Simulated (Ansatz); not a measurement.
# Leakage through LiF between Rh(100) and Rh(100): one more thickness

The current through thinner LiF barriers is known. What leaks through 5 layers at 0.25 V?

Set-up. Ansatz 0.2.0, plane waves with PAW datasets, PBE; a slab with two metal leads whose outer parts are reservoirs, with density and current solved under bias (Landauer, 300 K). The LiF is strained to the lead's lattice, the interfaces are relaxed in a short slab (PBE+D3(BJ)), and bulk layers are laid on.

The runs, with one result withheld:

| layers of LiF | cell length (Å) | drop between the leads' cuts at 0.25 V (V) | current density at 0.25 V (A/m²) |
| --- | --- | --- | --- |
| 1 | 62.75 | 0.213 | 9.73×10¹³ |
| 2 | 64.95 | 0.249 | 1.42×10¹² |
| 3 | 67.03 | 0.249 | 1.10×10¹¹ |
| 4 | 69.10 | 0.249 | 2.57×10⁹ |
| 5 | 71.18 | 0.249 | ? |

Worked fit:

Deep in a barrier the current should fall by a fixed factor for each layer; the steps shown give 69, 13 and 43 per layer, so that is only roughly so here. A straight line through ln J for 2, 3 and 4 layers has the slope −3.156 per layer, a factor of 23; with about 2.08 Å per layer that is β = 1.5 Å⁻¹. Then J = exp(34.489 − 3.156 × 5). Predicted: 1.34×10⁸ A/m².

Check against the run:

1.05×10⁸ A/m², so the prediction is 27 % too high. From 4 to 5 layers the current falls by 24 per layer, against the fitted 23. The steps are uneven, so one factor describes this series only roughly.

Caveats: On every other k-point the currents of these runs, at any bias, move by up to 14 %. A semilocal functional makes the barrier's gap too small; each thickness has its own relaxed interfaces.
